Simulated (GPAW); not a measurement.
# SnF4 (I4/mmm): one start, several treatments of the self-energy

How much does the gap of SnF4 (I4/mmm) depend on the approximation to the self-energy?

Main program and level: GPAW 26.7.0; LDA and many-body steps on it, plane waves.

### 1. Starting point

Symmetry: I4/mmm, No. 139, tetragonal system. Conventional cell: a = 4.050 Å, b = 4.050 Å, c = 7.930 Å, α = 90.00°, β = 90.00°, γ = 90.00°. Nearest to Sn lie 6 F at 1.88 to 2.03 Å. Nearest to F lie 1 Sn at 1.88 Å. Nearest to F lie 2 Sn at 2.03 Å. Farther neighbours and most contacts between anions are not listed.

Coordinates:

```xyz
5
Lattice="-2.0250 2.0250 3.9650 2.0250 -2.0250 3.9650 2.0250 2.0250 -3.9650" Properties=species:S:1:pos:R:3 pbc="T T T"
Sn    0.0000    0.0000    0.0000
F     0.0000    0.0000    1.8794
F     0.0000    0.0000    6.0506
F     0.0000    2.0250    0.0000
F     2.0250    0.0000    0.0000
```

The cell and positions come from the Crystallography Open Database and are kept as given unless a step says otherwise.

### 2. Empty states on the mesh, 4×4×4 mesh, 228 bands

This step: GPAW 26.7.0; DFT, LDA, plane waves, PAW.

The sums over transitions need many empty states on a uniform mesh; this step solves for them.

Contents of run.py:

```python
import json
import numpy as np
from gpaw.mpi import world
from gpaw import GPAW

calc = GPAW('gs.gpw').fixed_density(kpts={'size': (4, 4, 4), 'gamma': True},
    parallel={'domain': 1, 'band': 1},
    txt='nscf.txt')
calc.diagonalize_full_hamiltonian(nbands=228)
calc.write('full.gpw', mode='all')
res = {}
kpts = calc.get_ibz_k_points()
res['kpts'] = kpts
res['eigenvalues'] = [calc.get_eigenvalues(kpt=k) for k in range(len(kpts))]
res['n_electrons'] = calc.get_number_of_electrons()

if world.rank == 0:
    with open('result.json', 'w') as f:
        json.dump(res, f, default=lambda x: x.tolist())
```

Launch:

```
$ mpirun -n 4 gpaw python run.py
```

Numbers of over 12 decimals in the logs are rounded to 6 here.

What it wrote:

```text
Diagonalizing LCAO Hamiltonian
Converting LCAO to pw mode
convergence criteria:
- Maximum integral of absolute [eigenst]ate change: 4e-08 eV^2 / valence electron
maximum number of iterations: 100

SCF iterations
|iter     |     time |      energy | eigst |  dens |
|iter:   1|  |             | +1.36 |       |
|iter:   2|  |             | -0.50 |       |
|iter:   3|  |             | -1.87 |       |
[...]
|iter:   7|  |             | -5.88 |       |
|iter:   8|  |             | -6.95 |       |
|iter:   9|  |             | -7.78c|       |
SCF steps: 9
  __  _  _
 | _ |_)|_||  |
 |__||  | ||/\| - 26.7.0

Input parameters:
  mode=PW(ecut=600.0),
  convergence={'density': 1e-06, 'bands': -3},
  gpts=array([28, 28, 28]),
  kpts=MonkhorstPack(size=(4, 4, 4), gamma=True),
  maxiter=100,
  nbands=29,
  occupations=Occupations(name='fermi-dirac', width=0.001, fixmagmom=False),
  parallel={'domain': 1, 'band': 1},
  xc=XC(name='LDA')
Matrix size: 2175x2175
# Writing to full.gpw (mode='all')
  [... matrices ...]

timing:  # [seconds]
  Total: 41.262  # ━━━━━━━━━━━━━━━━━━━━━━━━━━━━━━━━━━━━━━━━━━━━━━━━━━━━━━━━━━
```

It took 49 s on 4 MPI ranks of Arm Neoverse V1, shared host; peak memory 2.2 GiB; 3.3 min of CPU time.

Numbers from this step:

| Item | Value |
| --- | --- |
| gap | 3.323 eV |
| k of the valence top | 0.5, 0.5, 0 |
| k of the conduction bottom | 0, 0, 0 |
| least direct gap | 3.571 eV |
| k points computed | 13 |
| lowest point of the top converged band, above the valence top | 120.1677 eV |

On this mesh the gap is 3.323 eV.

### 3. G0W0, Godby-Needs plasmon pole

G0W0 replaces the xc potential by the self-energy, built once from these orbitals. Only a window of levels is corrected, while the sums run over the empty bands that the input names.

This step: G0W0 on LDA, plane waves, PAW.

Contents of run.py:

```python
import json
import numpy as np
from gpaw.mpi import world
from gpaw.response.g0w0 import G0W0

gw = G0W0('full.gpw',
    filename='gw',
    kpts=[0, 10],
    bands=(19, 23),
    ecut=78,
    nbands=101,
    integrate_gamma='WS',
    ppa=True)
gw.calculate()
res = {mode: {k: v for k, v in r.items() if k != 'sigma_eskwn'}
       for mode, r in gw.all_results.items()}

if world.rank == 0:
    with open('result.json', 'w') as f:
        json.dump(res, f, default=lambda x: x.tolist())
```

Launch:

```
$ mpirun -n 4 gpaw python run.py
```

What it wrote:

```text
Using integrator: PointIntegrator
FrequencyGridDescriptor(from 0.000+0.000j to 0.000+27.211j eV, 2 points)
Nonperiodic BCs:  [False False False]
Using integrator: PointIntegrator
FrequencyGridDescriptor(from 0.000+0.000j to 0.000+27.211j eV, 2 points)
Nonperiodic BCs:  [False False False]
  ___  _ _ _
 |   || | | |
 | | || | | |
 |__ ||_____|
 |___|

BZ k-points: Symmetries present (total): 16

  [... matrices ...]
64 k-points: 4 x 4 x 4 Monkhorst-Pack grid + [1/8,1/8,1/8]
13 k-points in the irreducible part of the Brillouin zone
       k-points in crystal coordinates                weights
   0:     0.00000000    0.00000000    0.00000000          1/64
   1:     0.25000000   -0.25000000    0.00000000          4/64
   2:     0.25000000   -0.25000000    0.25000000          4/64
   3:     0.25000000    0.00000000    0.00000000          8/64
   4:     0.25000000    0.25000000   -0.25000000          2/64
   5:     0.25000000    0.25000000    0.25000000          2/64
   6:     0.50000000    0.00000000    0.25000000          8/64
   7:     0.50000000    0.00000000    0.50000000          4/64
   8:     0.50000000    0.25000000    0.25000000         16/64
   9:     0.50000000    0.25000000    0.50000000          8/64
          ...
  12:     0.50000000    0.50000000    0.50000000          1/64

Distributing spins, k-points and bands (1 x 2 x 4) over 4 processes
Number of blocks: 1

Quasi particle states:
k-points (IBZ indices): [0, 10]
Band range: (19, 23)
  [... matrices ...]
Computational parameters:
Plane wave cut-off: 78 eV
Number of bands: 101
Coulomb cutoff: None
Broadening: 0.1 eV

fxc modes: GW
Kernel: RPA
Using Godby-Needs plasmon-pole approximation:
  Fitting energy: i*E0, E0 = 1.000 Hartree
Summing all q:

Calculating screened Coulomb potential
No Coulomb truncation
FrequencyGridDescriptor(from 0.000+0.000j to 0.000+27.211j eV, 2 points)
Removing empty qpoint cache files...

Calculating chi0 body with:
    Ground state adapter containing:
    Number of spins: 1
    Number of kpoints: 64
    Number of irreducible kpoints: 13
    Number of completely occupied states: 21
    Number of partially occupied states: 21
    Occupied states memory: 7.0341796875 M / cpu

    Linear response parametrization:
    q_c: [0.0, 0.0, 0.0]
    Number of frequency points: 2
    Planewave cutoff: 78.0
    Number of bands: 101
    Number of planewaves: 105
    Broadening (eta): 1e-06
    comm.size: 4
    kncomm.size: 4
    blockcomm.size: 1

    Memory estimate of potentially large arrays:
        chi0_wGG: 0.336456 M / cpu
Integrating chi0 body.

Symmetries of q_c:
    Direct symmetries (Uq -> q): 16
    Indirect symmetries (TUq -> q): 0
In total 16 allowed symmetries.

  [... matrices ...]
13 groups of equivalent kpoints. 79.6875% reduction.

Integral kind: response function
Integrating chi0 head and wings.

Symmetries of q_c:
    Direct symmetries (Uq -> q): 16
    Indirect symmetries (TUq -> q): 0
In total 16 allowed symmetries.

  [... matrices ...]
13 groups of equivalent kpoints. 79.6875% reduction.

Integral kind: response function wings

Calculating chi0 body with:
    Ground state adapter containing:
    Number of spins: 1
    Number of kpoints: 64
    Number of irreducible kpoints: 13
    Number of completely occupied states: 21
    Number of partially occupied states: 21
    Occupied states memory: 7.0341796875 M / cpu

[... the further q-points ...]

Results:
f:      Occupation numbers
eps:     KS-eigenvalues [eV]
vxc:     KS vxc [eV]
exx:     Exact exchange [eV]
sigma:   Self-energies [eV]
dsigma:  Self-energy derivatives
Z:       Renormalization factors
qp:      QP-energies [eV]

k-point 0 (0): (0.000, 0.000, 0.000)                GW
band       f     eps     vxc     exx   sigma  dsigma       Z      qp
                                                                   GW
  19   1.000  -0.311 -24.098 -31.856   5.637  -0.261   0.793  -1.994
  20   1.000  -0.311 -24.098 -31.856   5.637  -0.261   0.793  -1.994
  21   0.000   3.261 -19.716 -14.971  -2.131  -0.164   0.859   5.507
  22   0.000  11.279 -12.152  -6.437  -3.267  -0.139   0.878  13.428

k-point 1 (10): (0.500, 0.500, 0.000)                GW
band       f     eps     vxc     exx   sigma  dsigma       Z      qp
                                                                   GW
  19   1.000  -0.359 -23.892 -31.681   5.620  -0.261   0.793  -2.078
  20   1.000  -0.062 -24.515 -32.353   5.696  -0.260   0.794  -1.762
  21   0.000   7.696 -23.143 -16.170  -2.924  -0.194   0.837  11.087
  22   0.000   8.519 -15.246  -9.076  -3.438  -0.161   0.862  10.872
```

Wall time 84 s (4 MPI ranks); peak memory 1.7 GiB; 5.6 min of CPU time.

Numbers from this step:

| Item | Value |
| --- | --- |
| G0W0 gap on the points computed | 7.270 eV |
| least direct G0W0 gap on the computed points | 7.501 eV |
| Z at the valence top | 0.7939 |
| Z at the conduction bottom | 0.8594 |
| starting gap on the mesh | 3.323 eV |
| k of the valence top | 0.5, 0.5, 0 |
| k of the conduction bottom | 0, 0, 0 |

The gap on the mesh goes from 3.32 eV to 7.27 eV, a correction of +3.95 eV.

### 4. One-shot HSE06

This step: one-shot HSE06 levels on LDA orbitals, plane waves, PAW.

Contents of run.py:

```python
import json
import numpy as np
from gpaw.mpi import world
from gpaw.hybrids.eigenvalues import non_self_consistent_eigenvalues

dft, vxc, vxc_hyb = non_self_consistent_eigenvalues('full.gpw', 'HSE06', 19, 23, kpt_indices=[0, 10])
res = {'dft': dft[0], 'hybrid': (dft - vxc + vxc_hyb)[0]}
if world.rank == 0:
    with open('hybrid.txt', 'w') as f:
        for k, e0, e1 in zip([0, 10], res['dft'], res['hybrid']):
            print(k, ' '.join(f'{x:9.4f}' for x in e0), '|', ' '.join(f'{x:9.4f}' for x in e1), file=f)

if world.rank == 0:
    with open('result.json', 'w') as f:
        json.dump(res, f, default=lambda x: x.tolist())
```

Launch:

```
$ mpirun -n 4 gpaw python run.py
```

What it wrote:

```text
IBZ(<points: 13, symmetries: 16>)
Occupied bands: 21
Transforming wave functions from IBZ to BZ: 0.048 seconds
Distributing wave functions and iFFT-ing to real space: 0.459 seconds
Calculating eigenvalues:
  k-points: 2
  Bands: 19-22 (inclusive)
  Seconds: 1.701 (wave-function broadcasting: 0.010 seconds)
HSE06-eigenvalue shifts:
  min: -1.850 eV
  ave: -0.345 eV
  max: 1.273 eV
```

Run time: 5.1 s. Hardware: 4 MPI ranks; peak memory 1.2 GiB.

Numbers from this step:

| Item | Value |
| --- | --- |
| starting gap on the mesh | 3.323 eV |
| hybrid gap on the mesh | 5.964 eV |
| least direct hybrid gap on the computed points | 6.188 eV |

### 5. G0W0, extrapolated in the cutoff

This step: G0W0 on LDA, plane waves, PAW.

Contents of run.py:

```python
import json
import numpy as np
from gpaw.mpi import world
from gpaw.response.g0w0 import G0W0

gw = G0W0('full.gpw',
    filename='gw',
    kpts=[0, 10],
    bands=(19, 23),
    ecut=130.0,
    integrate_gamma='WS',
    ppa=True,
    ecut_extrapolation=True)
gw.calculate()
res = {mode: {k: v for k, v in r.items() if k != 'sigma_eskwn'}
       for mode, r in gw.all_results.items()}

if world.rank == 0:
    with open('result.json', 'w') as f:
        json.dump(res, f, default=lambda x: x.tolist())
```

Launch:

```
$ mpirun -n 4 gpaw python run.py
```

What it wrote:

```text
Using integrator: PointIntegrator
FrequencyGridDescriptor(from 0.000+0.000j to 0.000+27.211j eV, 2 points)
Nonperiodic BCs:  [False False False]
Using integrator: PointIntegrator
FrequencyGridDescriptor(from 0.000+0.000j to 0.000+27.211j eV, 2 points)
Nonperiodic BCs:  [False False False]
  ___  _ _ _
 |   || | | |
 | | || | | |
 |__ ||_____|
 |___|

BZ k-points: Symmetries present (total): 16

  [... matrices ...]
64 k-points: 4 x 4 x 4 Monkhorst-Pack grid + [1/8,1/8,1/8]
13 k-points in the irreducible part of the Brillouin zone
       k-points in crystal coordinates                weights
   0:     0.00000000    0.00000000    0.00000000          1/64
   1:     0.25000000   -0.25000000    0.00000000          4/64
   2:     0.25000000   -0.25000000    0.25000000          4/64
[...]
9:     0.50000000    0.25000000    0.50000000          8/64
          ...
  12:     0.50000000    0.50000000    0.50000000          1/64

Distributing spins, k-points and bands (1 x 2 x 4) over 4 processes
Number of blocks: 1

Quasi particle states:
k-points (IBZ indices): [0, 10]
Band range: (19, 23)
  [... matrices ...]
Computational parameters:
Extrapolating to infinite plane wave cut-off using points at:
  112.031 eV
  120.183 eV
  130.000 eV
Number of bands: 218
Coulomb cutoff: None
Broadening: 0.1 eV

fxc modes: GW
Kernel: RPA
Using Godby-Needs plasmon-pole approximation:
  Fitting energy: i*E0, E0 = 1.000 Hartree
Summing all q:

Calculating screened Coulomb potential
No Coulomb truncation
FrequencyGridDescriptor(from 0.000+0.000j to 0.000+27.211j eV, 2 points)
Removing empty qpoint cache files...

Calculating chi0 body with:
    Ground state adapter containing:
    Number of spins: 1
    Number of kpoints: 64
    Number of irreducible kpoints: 13
[...]
chi0_wGG: 1.685333 M / cpu
Integrating chi0 body.

Symmetries of q_c:
    Direct symmetries (Uq -> q): 16
    Indirect symmetries (TUq -> q): 0
In total 16 allowed symmetries.

  [... matrices ...]
13 groups of equivalent kpoints. 79.6875% reduction.

Integral kind: response function
Integrating chi0 head and wings.

Symmetries of q_c:
    Direct symmetries (Uq -> q): 16
    Indirect symmetries (TUq -> q): 0
In total 16 allowed symmetries.

  [... matrices ...]
13 groups of equivalent kpoints. 79.6875% reduction.

Integral kind: response function wings

Calculating chi0 body with:
    Ground state adapter containing:
    Number of spins: 1
    Number of kpoints: 64
    Number of irreducible kpoints: 13
    Number of completely occupied states: 21
    Number of partially occupied states: 21
    Occupied states memory: 7.0341796875 M / cpu

[... the further q-points ...]
Extrapolating selfenergy to infinite energy cutoff:
  Performing linear fit to 3 points
  Warning: Bad quality of linear fit for some (n,k).
           Higher cutoff might be necessary.
  Minimum R^2 = 0.0038. (R^2 Should be close to 1)
  [... matrices ...]
Results:
f:      Occupation numbers
eps:     KS-eigenvalues [eV]
vxc:     KS vxc [eV]
exx:     Exact exchange [eV]
sigma:   Self-energies [eV]
dsigma:  Self-energy derivatives
Z:       Renormalization factors
qp:      QP-energies [eV]

k-point 0 (0): (0.000, 0.000, 0.000)                GW
band       f     eps     vxc     exx   sigma  dsigma       Z      qp
                                                                   GW
  19   1.000  -0.311 -24.098 -31.856   5.399  -0.283   0.779  -2.149
  20   1.000  -0.311 -24.098 -31.856   5.398  -0.283   0.779  -2.150
  21   0.000   3.261 -19.716 -14.971  -2.489  -0.178   0.849   5.176
[...]
k-point 1 (10): (0.500, 0.500, 0.000)                GW
band       f     eps     vxc     exx   sigma  dsigma       Z      qp
                                                                   GW
[...]
21   0.000   7.696 -23.143 -16.170  -3.674  -0.178   0.849  10.498
  22   0.000   8.519 -15.246  -9.076  -3.828  -0.134   0.882  10.584
```

Wall time 5.1 min (4 MPI ranks); peak memory 1.7 GiB.

Numbers from this step:

- quasiparticle gap on the points computed: 7.089 eV
- least direct quasiparticle gap on the computed points: 7.325 eV
- Z at the valence top: 0.7813
- Z at the conduction bottom: 0.8492
- starting gap on the mesh: 3.323 eV
- k of the valence top: 0.5, 0.5, 0
- k of the conduction bottom: 0, 0, 0
- gaps at the cutoffs of the extrapolation: 7.160, 7.151, 7.146 eV

Against G0W0 in GPAW (4×4×4 mesh, 101 bands, screening to 78 eV, Godby-Needs plasmon pole), the gap moves by −0.181 eV.

### 6. One-shot Hartree-Fock

This step: one-shot Hartree-Fock levels on LDA orbitals, plane waves, PAW.

Contents of run.py:

```python
import json
import numpy as np
from gpaw.mpi import world
from gpaw.hybrids.eigenvalues import non_self_consistent_eigenvalues

dft, vxc, vxc_hyb = non_self_consistent_eigenvalues('full.gpw', 'EXX', 19, 23, kpt_indices=[0, 10])
res = {'dft': dft[0], 'hybrid': (dft - vxc + vxc_hyb)[0]}
if world.rank == 0:
    with open('hybrid.txt', 'w') as f:
        for k, e0, e1 in zip([0, 10], res['dft'], res['hybrid']):
            print(k, ' '.join(f'{x:9.4f}' for x in e0), '|', ' '.join(f'{x:9.4f}' for x in e1), file=f)

if world.rank == 0:
    with open('result.json', 'w') as f:
        json.dump(res, f, default=lambda x: x.tolist())
```

Launch:

```
$ mpirun -n 4 gpaw python run.py
```

What it wrote:

```text
IBZ(<points: 13, symmetries: 16>)
Occupied bands: 21
Transforming wave functions from IBZ to BZ: 0.047 seconds
Distributing wave functions and iFFT-ing to real space: 0.444 seconds
Calculating eigenvalues:
  k-points: 2
  Bands: 19-22 (inclusive)
  Seconds: 2.074 (wave-function broadcasting: 0.010 seconds)
HSE06-eigenvalue shifts:
  min: -7.838 eV
  ave: -0.943 eV
  max: 6.973 eV
```

It took 5.2 s on 4 MPI ranks; peak memory 1.2 GiB.

This step gave:

```
starting gap on the mesh                       : 3.323 eV
hybrid gap on the mesh                         : 15.91 eV
least direct hybrid gap on the computed points : 16.07 eV
```

### 7. G0W0, full frequency, Hilbert transform

This step: G0W0 on LDA, plane waves, PAW.

Contents of run.py:

```python
import json
import numpy as np
from gpaw.mpi import world
from gpaw.response.g0w0 import G0W0

gw = G0W0('full.gpw',
    filename='gw',
    kpts=[0, 10],
    bands=(19, 23),
    ecut=78,
    nbands=101,
    integrate_gamma='WS',
    frequencies={'type': 'nonlinear', 'domega0': 0.1, 'omega2': 15.0},
    eta=0.1,
    nblocksmax=True)
gw.calculate()
res = {mode: {k: v for k, v in r.items() if k != 'sigma_eskwn'}
       for mode, r in gw.all_results.items()}

if world.rank == 0:
    with open('result.json', 'w') as f:
        json.dump(res, f, default=lambda x: x.tolist())
```

Launch:

```
$ mpirun -n 4 gpaw python run.py
```

What it wrote:

```text
Using integrator: PointIntegrator
NonLinearFrequencyDescriptor(from 0.000 to 90.944 eV, 260 points)
Nonperiodic BCs:  [False False False]
Using integrator: PointIntegrator
NonLinearFrequencyDescriptor(from 0.000 to 90.944 eV, 260 points)
Nonperiodic BCs:  [False False False]
  ___  _ _ _
 |   || | | |
 | | || | | |
 |__ ||_____|
 |___|

BZ k-points: Symmetries present (total): 16

  [... matrices ...]
64 k-points: 4 x 4 x 4 Monkhorst-Pack grid + [1/8,1/8,1/8]
13 k-points in the irreducible part of the Brillouin zone
       k-points in crystal coordinates                weights
[...]
GW
  19   1.000  -0.311 -24.098 -31.856   5.668  -0.328   0.753  -1.885
  20   1.000  -0.311 -24.098 -31.856   5.668  -0.328   0.753  -1.885
  21   0.000   3.261 -19.716 -14.971  -2.127  -0.183   0.845   5.473
[...]
k-point 1 (10): (0.500, 0.500, 0.000)                GW
band       f     eps     vxc     exx   sigma  dsigma       Z      qp
                                                                   GW
[...]
21   0.000   7.696 -23.143 -16.170  -2.977  -0.241   0.806  10.917
  22   0.000   8.519 -15.246  -9.076  -3.442  -0.178   0.849  10.833
```

Elapsed: 1.8 min, on 4 MPI ranks; peak memory 1.8 GiB.

Numbers from this step:

- G0W0 gap on the points computed: 7.146 eV
- least direct G0W0 gap on the computed points: 7.358 eV
- starting gap on the mesh: 3.323 eV
- k of the valence top: 0.5, 0.5, 0
- k of the conduction bottom: 0, 0, 0

Against G0W0 in GPAW (4×4×4 mesh, 101 bands, screening to 78 eV, Godby-Needs plasmon pole), the gap moves by −0.124 eV.

### 8. Side by side

Times are wall times on 4 MPI ranks of Arm Neoverse V1, shared host, good to a factor of about two.

```csv
run,mesh,bands,screening cutoff (eV),DFT gap (eV),gap on the mesh (eV),direct (eV),time
"G0W0, Godby-Needs plasmon pole",4×4×4,101,78,3.323,7.270,7.501,84 s
one-shot HSE06,4×4×4,-,-,3.323,5.964,6.188,5.1 s
"G0W0, extrapolated in the cutoff",4×4×4,-,130,3.323,7.089,7.325,5.1 min
one-shot Hartree-Fock,4×4×4,-,-,3.323,15.905,16.074,5.2 s
"G0W0, full frequency, Hilbert transform",4×4×4,101,78,3.323,7.146,7.358,1.8 min
```

### 9. Summary of results

```json
{"G0W0, Godby-Needs plasmon pole": "7.270 eV", "one-shot HSE06": "5.964 eV", "G0W0, extrapolated in the cutoff": "7.089 eV", "one-shot Hartree-Fock": "15.905 eV", "G0W0, full frequency, Hilbert transform": "7.146 eV", "known limits": "not at the basis limit; no spin-orbit coupling"}
```

In words: One-shot HSE06: −1.305 eV against G0W0, Godby-Needs plasmon pole. G0W0, extrapolated in the cutoff: −0.181 eV against G0W0, Godby-Needs plasmon pole, at other bands or cutoff, so not like for like. One-shot Hartree-Fock: +8.635 eV against G0W0, Godby-Needs plasmon pole. G0W0, full frequency, Hilbert transform: −0.124 eV against G0W0, Godby-Needs plasmon pole. Bare exchange alone opens the gap to 15.91 eV; against G0W0, correlation takes back 8.64 eV. One-shot hybrid levels are evaluated on the LDA orbitals. Bands and cutoff are finite, so the gap is not at the basis limit. The miss can reach some tenths of an eV and take either sign; the mesh is an error of its own. These stock PAW sets were not made for GW. In the G0W0 runs levels were corrected at 2 k points alone, so a gap called «on the mesh» is the least over those, and an edge elsewhere would be missed. The program warns of a poor linear fit in the extrapolation of some level, so the extrapolated values are rough. The many-body steps are scalar-relativistic: spin-orbit coupling is not in them.

[Paths, hosts, dates, memory and timing lines, banners, echoed tables and standing remarks are left out of the program output.]

[Logs are printed without paths, hosts, clocks, repeated set-up lines and the standing remarks that a program may print on its own settings, such as how far it seeks lower states.]

[Runs of the session that timed out or met a known fault of the program may be left out.]

[Hosts, paths, dates, database ids (printed as entryN), source tags and the programs' standing remarks are cut or masked in the printed files.]
